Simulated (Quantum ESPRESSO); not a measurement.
# AlNi: parallel and opposed starts, part 2 of 2

Does AlNi prefer parallel or opposed moments, or none?

Quantum ESPRESSO 7.5; PBE; plane waves with GBRV 1.5 PBE potentials, no spin-orbit coupling.

So far: The structure; Run 1, typed as ferro +; Run 2 (antiferro q=(1/2,1/2,1/2) +−); Start 3: antiferro q=(0,1/2,1/2) +−.

The database entry behind the starting cell differs from later determinations by our own check (about 0.2 % short), so it need not match the best structure at ambient conditions.

## Step 5: Run 4, typed as antiferro q=(0,0,1/2) +−

This order needs a doubled cell of 4 atoms.

pw.py reads:

```python
from ase import Atoms
from ase.calculators.espresso import Espresso, EspressoProfile

atoms = Atoms(['Al', 'Al', 'Ni', 'Ni'],
    cell=[[2.881, 0.0, 0.0],
         [0.0, 2.881, 0.0],
         [0.0, 0.0, 5.762]],
    scaled_positions=[[0.0, 0.0, 0.0],
         [0.0, 0.0, 0.5],
         [0.5, 0.5, 0.25],
         [0.5, 0.5, 0.75]],
    pbc=True,
    magmoms=[0.0, 0.0, 1.0, -1.0])
input_data = {
    'control': {'calculation': 'scf', 'prefix': 'pwscf', 'outdir': './tmp', 'disk_io': 'nowf'},
    'system': {'ecutwfc': 40.0, 'ecutrho': 280.0, 'nbnd': 30, 'occupations': 'smearing', 'smearing': 'fd', 'degauss': 0.00734986, 'nspin': 2},
    'electrons': {'conv_thr': 8e-09, 'electron_maxstep': 150, 'mixing_beta': 0.3},
}
atoms.calc = Espresso(
    profile=EspressoProfile(command='mpirun -n 2 pw.x -nk 2', pseudo_dir='pseudo'),
    pseudopotentials={'Al': 'al_pbe_v1.uspp.F.UPF', 'Ni': 'ni_pbe_v1.4.uspp.F.UPF'},
    input_data=input_data,
    kpts=(10, 10, 5),
    koffset=(0, 0, 0))
energy = atoms.get_potential_energy(force_consistent=True)
print(f'free energy: {energy:.6f} eV')
print('site moments (muB):', atoms.get_magnetic_moments().round(3))
```

The run is started by

```sh
$ OMP_NUM_THREADS=1 python3 pw.py > pw.log
```

The program printed:

```text
     [... lines left out ...]
free energy: -9526.153374 eV
site moments (muB): [ 0.  0.  0. -0.]
--- espresso.pwo ---
Program PWSCF v.7.5 starts
     [... lines left out ...]
     number of atoms/cell      =            4
     [... lines left out ...]
     number of electrons       =        42.00
     number of Kohn-Sham states=           30
     kinetic-energy cutoff     =      40.0000  Ry
     charge density cutoff     =     280.0000  Ry
     scf convergence threshold =      8.0E-09
     [... lines left out ...]
     16 Sym. Ops., with inversion, found ( 8 have fractional translation)
     [... lines left out ...]
     number of k points=    63  Fermi-Dirac smearing, width (Ry)=  0.0073
     [... lines left out ...]
     iteration # 22     ecut=    40.00 Ry     beta= 0.30
     [... lines left out ...]
     Magnetic moment per site  (integrated on atomic sphere of radius R)
     atom   1 (R=0.357)  charge=  1.2417  magn=  0.0000
     atom   2 (R=0.357)  charge=  1.2417  magn=  0.0000
     atom   3 (R=0.357)  charge= 16.8190  magn=  0.0000
     atom   4 (R=0.357)  charge= 16.8190  magn= -0.0000
     [... lines left out ...]
     the Fermi energy is    13.8380 ev
!    total energy              =    -700.15942011 Ry
     estimated scf accuracy    <          3.9E-09 Ry
     smearing contrib. (-TS)   =      -0.00366889 Ry
     [... lines left out ...]
     total magnetization       =    -0.00 Bohr mag/cell
     absolute magnetization    =     0.00 Bohr mag/cell
     convergence has been achieved in  22 iterations
```

The job ended after 73 s (2 MPI ranks of Arm Neoverse V2, shared host; peak memory 0.38 GiB; 2.4 min of CPU time).

Read from the output:

| Item | Value |
| --- | --- |
| smearing term TS | 0.04992 eV |
| magnetization | 0 μB |
| absolute magnetization | 0 μB |
| final state | non-magnetic |
| largest moment | 0 μB |

## Step 6: Start 5: no spin polarisation

pw.py reads:

```python
from ase import Atoms
from ase.calculators.espresso import Espresso, EspressoProfile

atoms = Atoms(['Al', 'Ni'],
    cell=[[2.881, 0.0, 0.0],
         [0.0, 2.881, 0.0],
         [0.0, 0.0, 2.881]],
    scaled_positions=[[0.0, 0.0, 0.0],
         [0.5, 0.5, 0.5]],
    pbc=True)
input_data = {
    'control': {'calculation': 'scf', 'prefix': 'pwscf', 'outdir': './tmp', 'disk_io': 'nowf'},
    'system': {'ecutwfc': 40.0, 'ecutrho': 280.0, 'nbnd': 17, 'occupations': 'smearing', 'smearing': 'fd', 'degauss': 0.00734986},
    'electrons': {'conv_thr': 4e-09, 'electron_maxstep': 150, 'mixing_beta': 0.3},
}
atoms.calc = Espresso(
    profile=EspressoProfile(command='mpirun -n 2 pw.x -nk 2', pseudo_dir='pseudo'),
    pseudopotentials={'Al': 'al_pbe_v1.uspp.F.UPF', 'Ni': 'ni_pbe_v1.4.uspp.F.UPF'},
    input_data=input_data,
    kpts=(10, 10, 10),
    koffset=(0, 0, 0))
energy = atoms.get_potential_energy(force_consistent=True)
print(f'free energy: {energy:.6f} eV')
```

The run is started by

```sh
$ OMP_NUM_THREADS=1 python3 pw.py > pw.log
```

The program printed:

```text
     [... lines left out ...]
free energy: -4763.076720 eV
--- espresso.pwo ---
Program PWSCF v.7.5 starts
     [... lines left out ...]
     number of atoms/cell      =            2
     [... lines left out ...]
     number of electrons       =        21.00
     number of Kohn-Sham states=           17
     kinetic-energy cutoff     =      40.0000  Ry
     charge density cutoff     =     280.0000  Ry
     scf convergence threshold =      4.0E-09
     [... lines left out ...]
     48 Sym. Ops., with inversion, found
     [... lines left out ...]
     number of k points=    56  Fermi-Dirac smearing, width (Ry)=  0.0073
     [... lines left out ...]
     iteration # 15     ecut=    40.00 Ry     beta= 0.30
     [... lines left out ...]
     the Fermi energy is    13.8379 ev
!    total energy              =    -350.07971249 Ry
     estimated scf accuracy    <          5.5E-10 Ry
     smearing contrib. (-TS)   =      -0.00183436 Ry
     [... lines left out ...]
     convergence has been achieved in  15 iterations
```

The job ended after 7.1 s (2 MPI ranks; peak memory 0.23 GiB).

This step gave:

| Quantity | Value |
| --- | --- |
| smearing term TS | 0.02496 eV |
| final state | non-magnetic (no spin polarisation) |

## Step 7: A faulty input

As a test, an input with a fault in it is run.

pw.in reads:

```
&CONTROL
  calculation = 'scf'
  prefix = 'pwscf'
  outdir = './tmp'
  pseudo_dir = './pseudo'
  disk_io = 'nowf'
/
&SYSTEM
  ibrav = 0
  nat = 2
  ntyp = 2
  input_dft = 'pbe96x'
  ecutwfc = 40
  ecutrho = 280
  nbnd = 18
  occupations = 'smearing'
  smearing = 'fd'
  degauss = 0.00734986
  nspin = 2
  starting_magnetization(1) = 0
  starting_magnetization(2) = 0.0556
/
&ELECTRONS
  conv_thr = 4d-09
  electron_maxstep = 60
  mixing_beta = 0.3
/
ATOMIC_SPECIES
Al     26.9815 al_pbe_v1.uspp.F.UPF
Ni     58.6934 ni_pbe_v1.4.uspp.F.UPF
CELL_PARAMETERS angstrom
   2.8810000000    0.0000000000    0.0000000000
   0.0000000000    2.8810000000    0.0000000000
   0.0000000000    0.0000000000    2.8810000000
ATOMIC_POSITIONS crystal
Al      0.0000000000    0.0000000000    0.0000000000
Ni      0.5000000000    0.5000000000    0.5000000000
K_POINTS automatic
10 10 10 0 0 0
```

The run is started by

```sh
$ OMP_NUM_THREADS=1 mpirun -n 2 pw.x -nk 2 -in pw.in > pw.out
```

The program printed:

```text
[banner, memory and clock lines left out]
Program PWSCF v.7.5 starts

     IMPORTANT: XC functional enforced from input :
     Exchange-correlation= PBE96X
                           (   0   0   3   4   0   0   0)
     Any further DFT definition will be discarded
     Please, verify this is what you really want

     Message from routine setup:
     using ibrav=0 with symmetry is DISCOURAGED, use correct ibrav instead

     bravais-lattice index     =            0
     lattice parameter (alat)  =       5.4443  a.u.
     unit-cell volume          =     161.3713 (a.u.)^3
     number of atoms/cell      =            2
     number of atomic types    =            2
     number of electrons       =        21.00
     number of Kohn-Sham states=           18
     kinetic-energy cutoff     =      40.0000  Ry
     charge density cutoff     =     280.0000  Ry
     scf convergence threshold =      4.0E-09
     mixing beta               =       0.3000
     number of iterations used =            8  plain     mixing
     Exchange-correlation= PBE96X
                           (   0   0   3   4   0   0   0)

     [... lines left out ...]
     PseudoPot. # 1 for Al read from file:
     al_pbe_v1.uspp.F.UPF
     Pseudo is Ultrasoft + core correction, Zval =  3.0

     PseudoPot. # 2 for Ni read from file:
     ni_pbe_v1.4.uspp.F.UPF
     Pseudo is Ultrasoft + core correction, Zval = 18.0

     atomic species   valence    mass     pseudopotential
     Al                3.00    26.98150     Al( 1.00)
     Ni               18.00    58.69340     Ni( 1.00)

     Starting magnetic structure
     atomic species   magnetization
     Al              0.000
     Ni              0.056

     48 Sym. Ops., with inversion, found

   Cartesian axes

     site n.     atom                  positions (alat units)
         1        Al     tau(   1) = (   0.0000000   0.0000000   0.0000000  )
         2        Ni     tau(   2) = (   0.5000000   0.5000000   0.5000000  )

     number of k points=    56  Fermi-Dirac smearing, width (Ry)=  0.0073

     Dense  grid:    12893 G-vectors     FFT dimensions: (  30,  30,  30)

     Smooth grid:     5497 G-vectors     FFT dimensions: (  24,  24,  24)

     Check: negative core charge=   -0.000008
     Generating pointlists ...
     new r_m :   0.3572 (alat units)  1.9449 (a.u.) for type    1
     new r_m :   0.3572 (alat units)  1.9449 (a.u.) for type    2

     Initial potential from superposition of free atoms

     starting charge      18.9975, renormalised to      21.0000
     Starting wfcs are   17 randomized atomic wfcs +    1 random wfcs

     Self-consistent Calculation

     iteration #  1     ecut=    40.00 Ry     beta= 0.30
     Davidson diagonalization with overlap
     ethr =  1.00E-02,  avg # of iterations =  6.7

     total energy              =    -300.80307878 Ry
     estimated scf accuracy    <      71.36929301 Ry

     total magnetization       =    -0.01 Bohr mag/cell
     absolute magnetization    =     0.01 Bohr mag/cell

     [... further iterations left out ...]

     iteration # 17     ecut=    40.00 Ry     beta= 0.30
     Davidson diagonalization with overlap
     ethr =  7.21E-10,  avg # of iterations =  2.0

     Magnetic moment per site  (integrated on atomic sphere of radius R)
     atom   1 (R=0.357)  charge=  1.3222  magn=  0.0000
     atom   2 (R=0.357)  charge= 16.0686  magn=  0.0000

     End of self-consistent calculation

     Number of k-points >= 100: set verbosity='high' to print the bands.

     the Fermi energy is    27.9705 ev

!    total energy              =    -311.89561377 Ry
     estimated scf accuracy    <          3.3E-09 Ry
     smearing contrib. (-TS)   =      -0.00358899 Ry
     internal energy E=F+TS    =    -311.89202479 Ry

     The total energy is F=E-TS. E is the sum of the following terms:
     one-electron contribution =    -241.40056968 Ry
     hartree contribution      =     119.45120800 Ry
     xc contribution           =      -0.49150086 Ry
     ewald contribution        =    -189.45116224 Ry

     total magnetization       =     0.00 Bohr mag/cell
     absolute magnetization    =     0.00 Bohr mag/cell

     convergence has been achieved in  17 iterations
```

Run time: 14 s. Hardware: 2 MPI ranks; peak memory 0.17 GiB; 28 s of CPU time.

The run converged, but its input is faulty, so its numbers are not to be trusted.

The fault in the input: a mistyped functional, which the program reads as gradient terms without local exchange and correlation.

## Step 8: Energies of the orders

An order is kept where moments of 0.15 μB or more survive with the typed signs; meshes match where a doubled cell samples the same k points as the first cell.

Orders:

```csv
start,final state,typed order kept,energy over the lowest (meV a seeded atom),largest site moment (μB),net moment (μB a cell of the first run),mesh matched,CPU time (s)
ferro +,non-magnetic,no,0.03306,0,0,yes,38.78
"antiferro q=(1/2,1/2,1/2) +-",non-magnetic,no,0.03331,0,0,yes,102.6
"antiferro q=(0,1/2,1/2) +-",non-magnetic,no,0.03288,0,0,yes,182.2
"antiferro q=(0,0,1/2) +-",non-magnetic,no,0.03306,0,0,yes,145.4
no spin polarisation,non-magnetic,-,0,0,0,yes,13.5
```

## Step 9: Summary of results

- lowest state found: non-magnetic (from ferro +, antiferro q=(1/2,1/2,1/2) +-, antiferro q=(0,1/2,1/2) +-, antiferro q=(0,0,1/2) +- and no spin polarisation)
- largest site moment: 0 μB

What this shows: The lowest state carries no moment, and no start kept one. This is the lowest of 5 collinear or spinless starts, no proof of the ground state. Energies are free energies at an electronic temperature of 1160 K, which lowers moments and differences where the moments are itinerant.

[Logs and program files are shortened in this print: banners, set-up blocks, solver, clock and traceback lines can be left out without a mark of their own.]

[Logs are printed without paths, hosts, clocks, repeated set-up lines and the standing remarks that a program may print on its own settings, such as how far it seeks lower states.]

[Hosts, paths, dates, database ids (printed as entryN), source tags and the programs' standing remarks are cut or masked in the printed files.]

[Where a cell is said to come from a database of computed structures, the database is the Materials Project.]
